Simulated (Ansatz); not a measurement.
# Bi3Pt4: relaxing a made-up structure

This structure for Bi3Pt4 is made up. Its elements were placed in a known structure type with a cell scaled to their sizes. What cell does the guess relax to, and how far off was it?

Method: DFT, PBE, plane-wave PAW, files of the set soft_1, scalar-relativistic, no spin, cell and ions relaxed at zero pressure; PAW set soft_1, in the first sound run; inputs show where later runs differ, in Ansatz 0.2.0.

## Step 1: Set-up

It takes space group R-3m (No. 166, trigonal). Conventional cell: a = 3.994 Å, b = 3.994 Å, c = 34.990 Å, α = 90.00°, β = 90.00°, γ = 120.00°. Bi has 6 Pt at 2.82 to 2.85 Å nearest. Nearest to Bi lie 6 Pt at 2.86 Å. Pt has 6 Bi at 2.82 to 2.86 Å nearest. Nearest to Pt lie 3 Bi at 2.85 Å and 3 Pt at 2.86 Å. Farther neighbours are not listed.

## Step 2: Relaxation of the guess

The guess takes its coordinates from another compound and its volume from a rule, so the cell and any free coordinates are relaxed together.

input.yaml reads:

```yaml
crystal:
  lattice:
    - [1.997, 1.152968488, 11.663333333]
    - [-1.997, 1.152968488, 11.663333333]
    - [0.0, -2.305936975, 11.663333333]
  atoms:
    - { symbol: Bi, position: [0.42803334, 0.42803334, 0.42803334] }
    - { symbol: Bi, position: [0.57196666, 0.57196666, 0.57196666] }
    - { symbol: Bi, position: [0.0, 0.0, 0.0] }
    - { symbol: Pt, position: [0.285000007, 0.285000007, 0.285000007] }
    - { symbol: Pt, position: [0.714999993, 0.714999993, 0.714999993] }
    - { symbol: Pt, position: [0.142500007, 0.142500007, 0.142500007] }
    - { symbol: Pt, position: [0.857499993, 0.857499993, 0.857499993] }
kpoints:
  mp_grid: { grid: [8, 8, 8] }
scf:
  occupations: { method: fermi_dirac, width: 0.05 }
hamiltonian:
  xc: pbe
  pseudopotentials: { kind: paw, azcp: { folder: soft_1 } }
relax:
  f_tol: 0.015
  max_steps: 70
  cell: {}
output:
  forces: true
  stress: true
```

Launch:

```
ansatz run input.yaml --threads 4 --pin off --max-ram 10240MiB --backend cpu --events-out ev --progress --plain --runs-dir out
```

Numbers of over 12 decimals in the logs are rounded to 6 here.

The log of the run:

```text
basis.fft_grid_basis auto: the FFT boxes are laid along the combinations [[1, 0, -1], [0, 1, -1], [0, 0, 1]] of the cell's own vectors, 3.994, 3.994 and 11.889 Å long. The dense box has 27×27×80 points. Along the cell's own vectors, as sized, it would have 80×80×80, 8.78 times as many. Of the 12 symmetry operations that the crystal satisfies within crystal.symmetry.tolerance (time reversal apart; of a slab, those tha [...]
Engine: ansatz 0.2.0, x86_64-unknown-linux-gnu
Pseudopotentials: kind: paw
Pseudopotential: Bi, paw, valence charge 15, recommended cutoff 420 eV (normal), soft_1/Bi.paw.azcp
Pseudopotential: Pt, paw, valence charge 18, recommended cutoff 420 eV (normal), soft_1/Pt.paw.azcp
Functional definition: PBE
  parameter kappa = 0.804
  parameter beta = 0.066725
  exchange = pbe_x(kappa = kappa, mu = beta*pi^2/3)
  correlation = pbe_c(beta = beta)
Crystal: 7 atoms, lattice volume = 161.127 Å³
Basis set: ecut = 420 eV, 3147 PW (Γ), FFT grids on a1−a3, a2−a3, a3, exchange–correlation on 54×54×160 points (8 copies of the dense FFT grid, shifted against one another)
Bands: 71, of which v1, the nominal top of the filled ones, is band 59 counted from 1 (58 counted from 0)
Symmetry: 12 space group operations
Space group: R-3m (ITA 166), of the structure as read, at distance tolerance 5.4e-5 Å
k-points: 65 of 512
Non-local potential: Bi, projectors of the file, l = 0: 2, l = 1: 2, l = 2: 2, l = 3: 1
Non-local potential: Pt, projectors of the file, l = 0: 3, l = 1: 2, l = 2: 2, l = 3: 1
PAW form: soft (Blöchl's): semilocal exchange-correlation on the pseudo side does not see the compensation charge
PAW one-centre angular grid: Bi, 590 points (default); XC on 64 Gauss nodes
PAW one-centre angular grid: Pt, 590 points (default); XC on 64 Gauss nodes
Initial density: superposition of atomic densities (chi_scale 0.1, normalization cell, long waves kept (reshape's long-wave potential 0.41 eV rms))
Initial wavefunctions: pseudopotential atomic-orbital guess
Functional: x = pbe(κ = 0.804, μ = 0.219515), c = pbe(β = 0.066725)
SCF iter   1: F=—  HF=-87298.877820 eV  |F-HF|=—  |Δ(HF+E_count)|=         —  Δρ=7.41e-2  dr2=2.81e1  ethr=3.10e-3  ⟨swp⟩=6.3  Hψ=17410  notcnv=0  defer=25
preconditioner: auto → Kerker (q_TF=auto, 2.587 Å⁻¹)  [metal: Δε(μ)=0.027 eV  Ē_g=14.511 eV  σ=0.050 eV  W_gap=0.13  n_scr=50 (ndim 8)  ℏωp=27.0 eV  f_vac=0.000  D(μ)=4.61/eV (n_scr^D=38)]
SCF iter   2: F=—  HF=-87297.258615 eV  |F-HF|=—  |Δ(HF+E_count)|=    1.62e0  Δρ=3.79e-2  dr2=1.03e1  ethr=3.10e-3  ⟨swp⟩=2.0  Hψ=6571  notcnv=0  defer=288
SCF iter   3: F=—  HF=-87296.657007 eV  |F-HF|=—  |Δ(HF+E_count)|=   6.02e-1  Δρ=7.09e-3  dr2=1.03e0  ethr=3.10e-3  ⟨swp⟩=2.0  Hψ=5949  notcnv=0  defer=288
SCF iter   4: F=—  HF=-87296.604336 eV  |F-HF|=—  |Δ(HF+E_count)|=   5.27e-2  Δρ=2.20e-3  dr2=3.60e-2  ethr=8.83e-4  ⟨swp⟩=1.5  Hψ=5407  notcnv=0  defer=276
SCF iter   5: F=—  HF=-87296.602163 eV  |F-HF|=—  |Δ(HF+E_count)|=   2.17e-3  Δρ=8.20e-4  dr2=1.50e-2  ethr=3.08e-5  ⟨swp⟩=1.0  Hψ=4333  notcnv=0  defer=284
SCF iter   6: F=—  HF=-87296.601287 eV  |F-HF|=—  |Δ(HF+E_count)|=   8.76e-4  Δρ=2.83e-4  dr2=3.71e-4  ethr=1.28e-5  ⟨swp⟩=1.1  Hψ=4337  notcnv=0  defer=284
SCF iter   7: F=—  HF=-87296.601328 eV  |F-HF|=—  |Δ(HF+E_count)|=   4.11e-5  Δρ=9.75e-5  dr2=3.69e-5  ethr=3.17e-7  ⟨swp⟩=2.0  Hψ=5810  notcnv=0  defer=284
SCF iter   8: F=—  HF=-87296.601370 eV  |F-HF|=—  |Δ(HF+E_count)|=   4.18e-5  Δρ=2.46e-5  dr2=1.32e-6  ethr=3.16e-8  ⟨swp⟩=2.0  Hψ=5096  notcnv=0  defer=284
SCF iter   9: F=—  HF=-87296.601371 eV  |F-HF|=—  |Δ(HF+E_count)|=   8.04e-7  Δρ=7.65e-6  dr2=2.12e-7  ethr=1.13e-9  ⟨swp⟩=2.0  Hψ=7089  notcnv=0  defer=284
SCF iter  10: F=-87296.601371 eV  HF=-87296.601371 eV  |F-HF|=1.72e-9  |Δ(HF+E_count)|=   5.05e-8  Δρ=1.91e-6  dr2=8.20e-9  ethr=8.55e-11  ⟨swp⟩=4.0  Hψ=13843  notcnv=0
SCF 1 converged in 10 iterations: F = -87296.601371 eV  dr2 = 8.20e-9
  greatest PAW one-centre occupation: 1.000 electrons in one spin orbital (limit 2), on the Pt atom at site 4 (counted from 0), in its partial waves of l = 0
relax step   1: F+E_penalty+E_count = -87296.60137057 eV  Δ(F+E_penalty+E_count) = +0.000e0 eV  max|allowed force component| = 1.087e0 eV/Å  Δτ_max = 0.0000 Å  P = -1.467 GPa  Ω = 161.127 Å³  (10 SCF iters, dr2 threshold 1.00e-7 eV, accepted)
Crystal: 7 atoms, lattice volume = 157.552 Å³
Basis set: ecut = 420 eV, 3117 PW (Γ), FFT grids on a1−a3, a2−a3, a3, exchange–correlation on 54×54×160 points (8 copies of the dense FFT grid, shifted against one another)
Initial density: handed on by an earlier stage of this run
Initial wavefunctions: those handed on with the density
iter 1 solved again at ethr=8.07e-5 eV; its pass at ethr=3.10e-3 eV (dr2=9.45e-2 eV) is discarded
SCF iter   1: F=—  HF=-87296.979356 eV  |F-HF|=—  |Δ(HF+E_count)|=         —  Δρ=1.14e-2  dr2=9.41e-2  ethr=8.07e-5  ⟨swp⟩=2.1  Hψ=21770  notcnv=0
preconditioner: auto → Kerker (q_TF=auto, 2.596 Å⁻¹)  [metal: Δε(μ)=0.031 eV  Ē_g=14.665 eV  σ=0.050 eV  W_gap=0.15  n_scr=50 (ndim 8)  ℏωp=27.3 eV  f_vac=0.000  D(μ)=3.05/eV (n_scr^D=18)]
SCF iter   2: F=—  HF=-87296.970374 eV  |F-HF|=—  |Δ(HF+E_count)|=   8.98e-3  Δρ=6.29e-3  dr2=2.57e-2  ethr=8.05e-5  ⟨swp⟩=1.2  Hψ=4627  notcnv=0
SCF iter   3: F=—  HF=-87296.969350 eV  |F-HF|=—  |Δ(HF+E_count)|=   1.02e-3  Δρ=6.63e-4  dr2=8.84e-4  ethr=2.20e-5  ⟨swp⟩=2.0  Hψ=6850  notcnv=0
SCF iter   4: F=—  HF=-87296.969476 eV  |F-HF|=—  |Δ(HF+E_count)|=   1.26e-4  Δρ=1.66e-4  dr2=7.35e-5  ethr=7.56e-7  ⟨swp⟩=1.4  Hψ=4720  notcnv=0
SCF iter   5: F=—  HF=-87296.969496 eV  |F-HF|=—  |Δ(HF+E_count)|=   2.04e-5  Δρ=3.56e-5  dr2=3.05e-6  ethr=6.28e-8  ⟨swp⟩=2.6  Hψ=7039  notcnv=0
SCF iter   6: F=-87296.969496 eV  HF=-87296.969497 eV  |F-HF|=2.50e-7  |Δ(HF+E_count)|=   4.00e-7  Δρ=1.17e-5  dr2=5.82e-7  ethr=5.98e-10  ⟨swp⟩=4.0  Hψ=14084  notcnv=0
SCF 2 converged in 6 iterations: F = -87296.969496 eV  dr2 = 5.82e-7
  greatest PAW one-centre occupation: 1.000 electrons in one spin orbital (limit 2), on the Pt atom at site 6 (counted from 0), in its partial waves of l = 0
relax step   2: F+E_penalty+E_count = -87296.96949642 eV  Δ(F+E_penalty+E_count) = -3.681e-1 eV  max|allowed force component| = 3.493e-1 eV/Å  Δτ_max = 0.1949 Å  P = +0.821 GPa  Ω = 157.552 Å³  energy of the carried Pulay correction = +8.159e-4 eV  (6 SCF iters, dr2 threshold 7.00e-7 eV, accepted)
Crystal: 7 atoms, lattice volume = 158.906 Å³
iter 1 solved again at ethr=8.53e-6 eV; its pass at ethr=3.10e-3 eV (dr2=9.98e-3 eV) is discarded
SCF iter   1: F=—  HF=-87297.004356 eV  |F-HF|=—  |Δ(HF+E_count)|=         —  Δρ=3.60e-3  dr2=8.99e-3  ethr=8.53e-6  ⟨swp⟩=2.1  Hψ=21337  notcnv=0
preconditioner: auto → Kerker (q_TF=auto, 2.593 Å⁻¹)  [metal: Δε(μ)=0.047 eV  Ē_g=14.604 eV  σ=0.050 eV  W_gap=0.23  n_scr=50 (ndim 8)  ℏωp=27.2 eV  f_vac=0.000  D(μ)=3.26/eV (n_scr^D=18)]
SCF iter   2: F=—  HF=-87297.003943 eV  |F-HF|=—  |Δ(HF+E_count)|=   4.13e-4  Δρ=1.99e-3  dr2=2.70e-3  ethr=7.69e-6  ⟨swp⟩=1.0  Hψ=4615  notcnv=0
SCF iter   3: F=—  HF=-87297.003885 eV  |F-HF|=—  |Δ(HF+E_count)|=   5.77e-5  Δρ=1.94e-4  dr2=8.77e-5  ethr=2.31e-6  ⟨swp⟩=2.3  Hψ=6379  notcnv=0
SCF iter   4: F=—  HF=-87297.003901 eV  |F-HF|=—  |Δ(HF+E_count)|=   1.59e-5  Δρ=5.84e-5  dr2=8.69e-6  ethr=7.50e-8  ⟨swp⟩=2.2  Hψ=6252  notcnv=0
SCF iter   5: F=—  HF=-87297.003901 eV  |F-HF|=—  |Δ(HF+E_count)|=   5.39e-7  Δρ=1.39e-5  dr2=1.27e-6  ethr=7.43e-9  ⟨swp⟩=2.0  Hψ=6206  notcnv=0
SCF iter   6: F=-87297.003900 eV  HF=-87297.003901 eV  |F-HF|=2.22e-7  |Δ(HF+E_count)|=   2.53e-8  Δρ=4.76e-6  dr2=2.56e-7  ethr=5.98e-10  ⟨swp⟩=4.0  Hψ=13696  notcnv=0
SCF 3 converged in 6 iterations: F = -87297.003900 eV  dr2 = 2.56e-7
relax step   3: F+E_penalty+E_count = -87297.00390042 eV  Δ(F+E_penalty+E_count) = -3.440e-2 eV  max|allowed force component| = 1.460e-1 eV/Å  Δτ_max = 0.0384 Å  P = +0.001 GPa  Ω = 158.906 Å³  energy of the carried Pulay correction = +5.049e-4 eV  (6 SCF iters, dr2 threshold 7.00e-7 eV, accepted)
[...]
relax step   4: F+E_penalty+E_count = -87297.01812765 eV  Δ(F+E_penalty+E_count) = -1.423e-2 eV  max|allowed force component| = 6.213e-2 eV/Å  Δτ_max = 0.0251 Å  P = -0.068 GPa  Ω = 158.935 Å³  energy of the carried Pulay correction = +4.982e-4 eV  (6 SCF iters, dr2 threshold 7.00e-7 eV, accepted)
[...]
relax step   5: F+E_penalty+E_count = -87297.01991186 eV  Δ(F+E_penalty+E_count) = -1.784e-3 eV  max|allowed force component| = 1.216e-2 eV/Å  Δτ_max = 0.0067 Å  P = -0.057 GPa  Ω = 158.792 Å³  energy of the carried Pulay correction = +5.310e-4 eV  (6 SCF iters, dr2 threshold 2.41e-7 eV, accepted)
[...]
relax step   6: F+E_penalty+E_count = -87297.02000790 eV  Δ(F+E_penalty+E_count) = -9.603e-5 eV  max|allowed force component| = 3.408e-3 eV/Å  Δτ_max = 0.0016 Å  P = +0.102 GPa  Ω = 158.527 Å³  energy of the carried Pulay correction = +5.915e-4 eV  (6 SCF iters, dr2 threshold 1.55e-8 eV, accepted)
[...]
relax step   7: F+E_penalty+E_count = -87297.02002267 eV  Δ(F+E_penalty+E_count) = -1.478e-5 eV  max|allowed force component| = 6.034e-4 eV/Å  Δτ_max = 0.0004 Å  P = +0.000 GPa  Ω = 158.677 Å³  energy of the carried Pulay correction = +5.573e-4 eV  (6 SCF iters, dr2 threshold 2.75e-8 eV, accepted)
Basis set: ecut = 420 eV, 3073 PW (Γ), FFT grids on a1−a3, a2−a3, a3, exchange–correlation on 60×60×160 points (8 copies of the dense FFT grid, shifted against one another)
Initial wavefunctions: pseudopotential atomic-orbital guess (no wavefunctions were taken with the density)
iter 1 solved again at ethr=1.23e-7 eV; its pass at ethr=3.10e-3 eV (dr2=1.43e-4 eV) is discarded
SCF iter   1: F=—  HF=-87297.017700 eV  |F-HF|=—  |Δ(HF+E_count)|=         —  Δρ=3.92e-4  dr2=7.09e-6  ethr=1.23e-7  ⟨swp⟩=3.0  Hψ=28980  notcnv=0
preconditioner: auto → Kerker (q_TF=auto, 2.593 Å⁻¹)  [metal: Δε(μ)=0.022 eV  Ē_g=14.603 eV  σ=0.050 eV  W_gap=0.11  n_scr=44 (ndim 8)  ℏωp=27.2 eV  f_vac=0.000  D(μ)=3.98/eV (n_scr^D=30)]
SCF iter   2: F=—  HF=-87297.019034 eV  |F-HF|=—  |Δ(HF+E_count)|=   1.33e-3  Δρ=1.99e-4  dr2=1.77e-6  ethr=6.06e-9  ⟨swp⟩=2.0  Hψ=5544  notcnv=0
SCF iter   3: F=—  HF=-87297.019497 eV  |F-HF|=—  |Δ(HF+E_count)|=   4.64e-4  Δρ=5.57e-6  dr2=7.44e-9  ethr=1.51e-9  ⟨swp⟩=2.0  Hψ=5943  notcnv=0
SCF iter   4: F=—  HF=-87297.019498 eV  |F-HF|=—  |Δ(HF+E_count)|=   2.33e-7  Δρ=9.44e-7  dr2=7.84e-10  ethr=6.36e-12  ⟨swp⟩=2.0  Hψ=8410  notcnv=0
SCF iter   5: F=—  HF=-87297.019498 eV  |F-HF|=—  |Δ(HF+E_count)|=  3.35e-10  Δρ=2.03e-7  dr2=1.06e-10  ethr=1.00e-12  ⟨swp⟩=1.0  Hψ=4618  notcnv=0
SCF iter   6: F=-87297.019498 eV  HF=-87297.019498 eV  |F-HF|=2.91e-11  |Δ(HF+E_count)|=  5.82e-11  Δρ=7.34e-8  dr2=1.52e-11  ethr=1.00e-12  ⟨swp⟩=4.0  Hψ=13719  notcnv=0
SCF 8 converged in 6 iterations: F = -87297.019498 eV  dr2 = 1.52e-11
relax step   8: F+E_penalty+E_count = -87297.01949764 eV  Δ(F+E_penalty+E_count) = +5.250e-4 eV  max|allowed force component| = 8.608e-4 eV/Å  Δτ_max = 0.0000 Å  P = -0.001 GPa  Ω = 158.677 Å³  stress off target by 2.75e-3 GPa  SCF on the basis re-selected at this cell (its energy is not comparable with the rows above)  (6 SCF iters)
basis re-selected at this cell: Δ(F+E_penalty+E_count) = +5.250e-4 eV, ΔP = -0.001 GPa vs the last step (what re-selecting the basis moved, of the pressure what is left beyond the Pulay correction that the steps carried, after the strain that the cell walked since its last selection, with what the two solves' SCF thresholds leave and, on support functions, any second-order correction that the steps lacked; it is no measure of the basis error at this ecutwfc). The dense FFT grid was sized anew with the basis: this SCF ran on 30×30×80 points, the steps before it on 27×27×80, so part of this shift can come from that change (see relax.cell in the input reference). [rest of the remark cut]
SCF converged after 6 iterations
Free energy (F): -87297.019498 eV
Harris-Foulkes:  -87297.019498 eV  (|F-HF|=2.91e-11)
Internal energy: -87296.987843 eV  (E = F + TS)
E sigma→0 (E₀):  -87297.003670 eV
Entropy (-TS):   -0.031655 eV (-4.522 meV/atom)
Fermi energy:    15.208433 eV
--- Per-component energies (eV) ---
  E_band       = -1135.409800
  E_kinetic    = 3158.083400
  E_local      = -11686.643640  (includes V_loc(G=0)·N_el)
  E_nonlocal   = 2044.291398
  E_hartree    = 4494.944638
  E_xc         = -1382.569849
  E_vxc        = -1476.843198  (∫ρ·V_xc dr)
  E_paw        = -69931.547850  (= ΣΔE_a)
  E_vpaw       = -2164.192384  (= ΣTr[D̂ρ^β])
  E_aug_tail   = 0.005148  (compensation charges beyond the density's cutoff)
  E_ewald      = -13993.551088
  E_smearing   = -0.031655  (= −TS)
  E_closure    = 0.000000  (closes the sum)
  Σ components = -87297.019498   (vs F -87297.019498, Δ=0.00e0)
--- Forces (eV/Å), atoms counted from 1 ---
  atom   1  Bi     0.00000000    -0.00000000    -0.00057344
  atom   2  Bi     0.00000000     0.00000000     0.00057344
  atom   3  Bi     0.00000000    -0.00000000    -0.00000000
  atom   4  Pt     0.00000000     0.00000000     0.00007179
  atom   5  Pt     0.00000000    -0.00000000    -0.00007179
  atom   6  Pt     0.00000000     0.00000000     0.00086084
  atom   7  Pt     0.00000000    -0.00000000    -0.00086084
  max |Σ_I F_I| component: 7.89e-30 eV/Å
--- Stress (GPa, compression-positive) ---
        0.000074      -0.000000      -0.000000
       -0.000000       0.000074      -0.000000
       -0.000000      -0.000000      -0.002746
  P = ⅓ Tr σ = -0.0009 GPa (-0.009 kbar)
--- Relaxed structure (7 steps of the walk, 7 accepted, 1 SCFs on fresh bases) ---
  F+E_penalty+E_count = -87297.01949764 eV   max|allowed force component| = 8.608e-4 eV/Å   (the final SCF, on the basis selected at the relaxed cell)
  cell:  # Å, volume = 158.6767 Å³
    - [2.037154, 1.176151, 11.037604]
    - [-2.037154, 1.176151, 11.037604]
    - [0, -2.352303, 11.037604]
  atoms:
    - { symbol: Bi, position: [0.434137, 0.434137, 0.434137] }
    - { symbol: Bi, position: [0.565863, 0.565863, 0.565863] }
    - { symbol: Bi, position: [0, 0, 0] }
    - { symbol: Pt, position: [0.283310, 0.283310, 0.283310] }
    - { symbol: Pt, position: [0.716690, 0.716690, 0.716690] }
    - { symbol: Pt, position: [0.148144, 0.148144, 0.148144] }
    - { symbol: Pt, position: [0.851856, 0.851856, 0.851856] }
```

The job ended after 47 s (4 threads of AMD EPYC 7B13 (Zen 3), shared host; peak memory 0.95 GiB).

The steps of the relaxation:

```csv
step,energy less that of the first step (eV),largest force component (eV/Å),pressure (GPa),volume (Å³)
1,0.0000,1.0867,-1.47,161.13
2,-0.3681,0.3493,0.82,157.55
3,-0.4025,0.1460,0.00,158.91
4,-0.4168,0.0621,-0.07,158.93
5,-0.4185,0.0122,-0.06,158.79
6,-0.4186,0.0034,0.10,158.53
7,-0.4187,0.0006,0.00,158.68
8*,-0.4181,0.0009,0.00,158.68
```

Relaxation steps marked * repeat the geometry before them on a plane-wave basis chosen anew for their cell, so energy and pressure can jump there.

Forces are held to the 12 operations that the run works with; a distortion that breaks them can't arise in this run.

```csv
"conventional cell, symmetrised",before,after,change
a (Å),3.994,4.074,+2.0 %
b (Å),3.994,4.074,+2.0 %
c (Å),34.990,33.113,-5.4 %
volume (Å³/atom),23.02,22.67,-1.5 %
```

The atoms that moved most (Å, as changes of fractional coordinates times the final cell):

```csv
atom,dx,dy,dz,length
Bi2,0.000,0.000,-0.202,0.202
Bi1,0.000,0.000,0.202,0.202
Pt6,0.000,0.000,0.187,0.187
Pt7,0.000,0.000,-0.187,0.187
Pt5,0.000,0.000,0.056,0.056
Pt4,0.000,0.000,-0.056,0.056
```

Numbers from this step:

- free energy: -87297.0195 eV
- energy at zero smearing: -87297.0037 eV
- smearing term TS: 0.03166 eV
- Fermi energy: 15.21 eV
- electrons: 117
- symmetry operations: 12
- pressure: -8.66e-4 GPa

Shortest distances by pair of elements, guess and relaxed (not always the same contact):

```csv
pair,guess (Å),relaxed (Å)
Pt–Pt,2.860,2.653
Bi–Pt,2.819,2.827
Bi–Bi,3.994,4.074
```

The relaxation ends with a largest force component of 8.6e-4 eV/Å and a pressure of 0.00 GPa.

(Continued in part 2 of 2.)

[Logs are printed without paths, hosts, clocks, repeated set-up lines and the standing remarks that a program may print on its own settings, such as how far it seeks lower states.]

[Hosts, paths, dates, database ids (printed as entryN), source tags and the programs' standing remarks are cut or masked in the printed files.]
